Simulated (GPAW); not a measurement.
## MoS2 (R3m): refractive index against wavelength

The refractive index of MoS2 (R3m) along x below the direct gap (1.87 eV on the mesh) is read from one computed spectrum, n = √(Re ε). x, y and z are the Cartesian axes of the input cell.

Cell: a, b, c = 6.415, 6.415, 6.415 Å (primitive vectors), 3 atoms.

Method: GPAW 26.7.0, PBE, RPA, k-mesh 11×11×11, local fields up to 50 eV, Lorentzian half width 0.12 eV.

Launch of the response step: `OMP_NUM_THREADS=1 python df.py`. The run took 15.0 min, its band step included, on 1 thread of Arm Neoverse V1, with other jobs on the host.

```
wavelength (nm)  photon energy E (eV)       n
           3000                 0.413  3.7250
           2000                 0.620  3.7607
           1550                 0.800       ?
           1310                 0.946  3.8554
           1064                 1.165  3.9555
```

In the single-oscillator model n² − 1 = E₀E_d/(E₀² − E²), so 1/(n² − 1) = E₀/E_d − E²/(E₀E_d) is linear in E².

Working, on the rows shown:

| x = E² (eV²) | y = 1/(n² − 1) |
| --- | --- |
| 0.170801 | 0.0776661 |
| 0.384302 | 0.0760869 |
| 0.895757 | 0.0721287 |
| 1.35784 | 0.0682781 |

Means: x̄ = 0.70218, ȳ = 0.07354. Σ(x − x̄)(y − ȳ) = -0.006725, Σ(x − x̄)² = 0.8508. Slope = -0.006725 / 0.8508 = -0.007905; intercept = ȳ − slope · x̄ = 0.079091. Turned back into n, the line misses the rows shown by at most 0.003.

**Question.** What does the fit predict for the withheld row, and how well does it do?

**Answer.** At x = 0.63984 the line gives y = 0.074033, that is 3.8089. The run gave 3.8064, so the interpolation is off by 0.0025, 1.1 % of the range in the table.

Refitted with all rows, the slope is -0.007911 and the intercept 0.079116. These give E₀ = √(intercept/−slope) = 3.16 eV and E_d = E₀/intercept = 40.0 eV; E₀ is 1.7 times the direct gap. The electronic limit at long wavelengths, without lattice vibrations, is n = √(1 + 1/intercept) = 3.693. Excitons are left out; PBE gaps are as a rule too small. The values come from a sum over the points of one k-mesh and carry its error, which grows as the direct gap shrinks. This version of GPAW has incomplete matrix elements in the optical limit, which can lower ε − 1 by up to a tenth where first-row anions or d states rule. Spin-orbit coupling is left out.

[Logs are printed without paths, hosts, clocks, repeated set-up lines and the standing remarks that a program may print on its own settings, such as how far it seeks lower states.]
